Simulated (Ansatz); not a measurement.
# TePb (Fm-3m): a many-body input that goes wrong, and its mend

What is wrong with this input for TePb (Fm-3m)?

Method: G0W0 on PBE, plane waves, PAW, in Ansatz 0.2.0.

### Step 1. Starting point

Symmetry: Fm-3m, No. 225, cubic system. Conventional cell: a = 6.462 Å, b = 6.462 Å, c = 6.462 Å, α = 90.00°, β = 90.00°, γ = 90.00°. Nearest to Te lie 6 Pb at 3.23 Å. Nearest to Pb lie 6 Te at 3.23 Å. Farther neighbours and most contacts between anions are not listed.

The cell and positions come from the Crystallography Open Database and are kept as given unless a step says otherwise. Spin-orbit coupling is left out unless a step names it. The default PAW set here is soft_2. Its files were made with PBE.

### Step 2. First try

Contents of input.yaml:

```yaml
crystal:
  lattice:
    - [0.0, 3.231, 3.231]
    - [3.231, 0.0, 3.231]
    - [3.231, 3.231, 0.0]
  atoms:
    - { symbol: Te, position: [0.5, 0.5, 0.5] }
    - { symbol: Pb, position: [0.0, 0.0, 0.0] }
kpoints:
  mp_grid: { grid: [4, 4, 4] }
hamiltonian:
  xc: pbe
scf:
  occupations: { method: fixed }
gw:
  n_empty_bands: 4
  ecut_chi: 60
  qp_bands: [v1, c9]
  qp_kpoints: band_edges
  screening: { model: contour_deformation }
```

Launch:

```bash
$ ansatz run input.yaml --threads 3 --pin off --max-ram 92160MiB --backend cuda --events-out ev --progress --plain --runs-dir out --devices 1 --max-vram 13GiB  # rebuilt from the run's record
```

Numbers of over 12 decimals in the logs are rounded to 6 here.

Log:

```text
Error: invalid value for `gw.qp_bands`: [v1, c9] must end among the 19 bands that are solved (gw.n_empty_bands), of which c4 is the highest
```

It took 0.22 s on 3 threads of AMD EPYC 7R13 (Zen 3), shared host; peak memory 0.11 GiB; 0.31 s of CPU time.

**What went wrong?**

The program refused the input before any cycle.

The program's message: “Error: invalid value for `gw.qp_bands`: [v1, c9] must end among the 19 bands that are solved (gw.n_empty_bands), of which c4 is the highest”

The fault: window above the summed bands. Levels can be corrected only among the bands that are solved.

### Step 3. A better input

G0W0 replaces the xc potential by the self-energy, built once from these orbitals. Only a window of levels is corrected, while the sums run over the empty bands that the input names.

Edit input.yaml of step 2 so:

```diff
@@ -15,5 +15,5 @@
 gw:
-  n_empty_bands: 4
+  n_empty_bands: 71
   ecut_chi: 60
-  qp_bands: [v1, c9]
+  qp_bands: [v2, c2]
   qp_kpoints: band_edges
```

Log:

```text
GPUs: using 1 of 1 available (devices: 1).
[...]
device memory: the entry about to start is reckoned to put 1.0 GiB on a device that reports 24.8 GiB free (of which the cap on the GPU budget leaves the run 13.0 GiB)
GPU FFT provider: cuFFT
GPU libraries: cuBLAS 13.8.2, cuFFT 12.4.0, cuSOLVER 12.3.4
Crystal: 2 atoms, lattice volume = 67.459 Å³
Basis set: ecut = 420 eV, 1363 PW (Γ)
Bands: 19, of which v1, the nominal top of the filled ones, is band 15 counted from 1 (14 counted from 0)
Symmetry: 48 space group operations
[...]
k-points: 8 of 64
[...]
GPU buffer pool allocated for 32768 grid points (all kernels)
GPU transforms: local potential and band sums: pruned to the plane-wave sphere, on 30×32×32
[...]
SCF iter   1: F=—  HF=-18887.158629 eV  |F-HF|=—  |Δ(HF+E_count)|=         —  Δρ=5.73e-4  dr2=2.01e-4  ethr=1.77e-3  ⟨swp⟩=4.9  Hψ=637  notcnv=0  defer=13
[...]
ik  band        ε_KS         Σx   Σc(E_QP)       V_xc       Z   E_QP_lin       E_QP  E_QP is
     2    14      7.8071   -15.6667     1.7852   -13.7664  0.7397     7.6917     7.6920  root
     2    15      8.7024   -15.4124     0.9025   -14.5302  0.7606     8.7227     8.7227  root
     2    16      9.4321    -8.0441    -3.1534   -11.3153  0.7740     9.5502     9.5499  root
     2    17      9.9715    -8.4711    -3.0751   -11.6870  0.7668    10.1127    10.1123  root
     5    14      7.6159   -15.1905     1.7161   -13.3492  0.7376     7.4903     7.4907  root
     5    15      8.0764   -14.5116     1.0154   -13.4450  0.7536     8.0251     8.0252  root
     5    16     10.3778    -9.5562    -3.1230   -12.9047  0.7615    10.6047    10.6033  root
     5    17     10.4826    -9.2081    -3.1029   -12.5130  0.7590    10.6859    10.6846  root
     7    14      4.9120   -14.5507     3.0213   -11.3363  0.6731     4.7169     4.7189  root
     7    15      8.3396   -15.7510     1.3591   -14.3615  0.7505     8.3092     8.3092  root
     7    16     10.3712    -8.7103    -3.3005   -12.2213  0.7628    10.5827    10.5816  root
     7    17     13.9228    -7.2188    -4.3699   -11.7456  0.7357    14.0804    14.0796  root
[key lines of the parts left out:]
SCF converged after 6 iterations
Free energy (F): -18887.156852 eV
Fermi energy:    8.702420 eV
```

Elapsed: 4.9 s, on 1 × NVIDIA H100 80GB HBM3 (shared by 6 runs) with 3 threads; peak memory 1.1 GiB.

Numbers from this step:

```yaml
bands_summed: 86
rpa_eps_infinity_on_this_mesh_eigenvalues: 39.09, 39.09, 39.09
plane_waves_in_the_screening_matrix: 65
q_points_in_the_mesh: 64
g0w0_gap_on_the_mesh: 0.8272 eV
k_of_the_valence_top: 0, 0, -0.5
k_of_the_conduction_bottom: 0, 0, -0.5
starting_gap_on_the_mesh: 0.7297 eV
z_at_the_valence_top: 0.7606
z_at_the_conduction_bottom: 0.7740
least_direct_g0w0_gap_on_the_computed_points: 0.8272 eV
```

The gap on the mesh goes from 0.73 eV to 0.83 eV, a correction of +0.10 eV. Between the two edge states, bare exchange in place of the xc potential would open the gap by 4.15 eV, and correlation takes back 4.06 eV.

### Step 4. Results

| Quantity | Value |
| --- | --- |
| first try | refused after 0.22 s |
| better run | G0W0 gap on the mesh 0.83 eV (4×4×4 mesh, 71 empty bands, screening to 60 eV) |

The second run differs in: empty bands and levels asked. Bands and cutoff are finite, so the gap is not at the basis limit. The miss can reach some tenths of an eV and take either sign; the mesh is an error of its own. The 4×4×4 mesh is coarse for this cell (its supercell is 18 Å along the shortest edge). The RPA ε∞ on it, from the PBE start, is 39.09; such meshes misread the long-range screening, most where the gap is narrow. Where an edge is built on 6p states of lead, bismuth or thallium, scalar-relativistic gaps usually stand too wide, by a few tenths to over one eV. With atoms this heavy and so narrow a gap, spin-orbit coupling can invert the bands. These scalar-relativistic gaps are then model values, not to be set against experiment, and a spin-orbit change taken from DFT can't simply be added. The RPA ε∞ on this mesh reaches over 25; with a narrow direct gap a coarse mesh can overstate it, and the correction is then too small.

[Paths, hosts, dates, memory and timing lines, banners, echoed tables and standing remarks are left out of the program output.]

[Logs are printed without paths, hosts, clocks, repeated set-up lines and the standing remarks that a program may print on its own settings, such as how far it seeks lower states.]

[Runs of the session that timed out or met a known fault of the program may be left out.]

[Cells called generated may have been cut or substituted from an entry of the Crystallography Open Database or the Materials Project.]

[No measured gap is set beside runs whose start may be inverted or whose files or cutoffs have a known fault.]

[Hosts, paths, dates, database ids (printed as entryN), source tags and the programs' standing remarks are cut or masked in the printed files.]
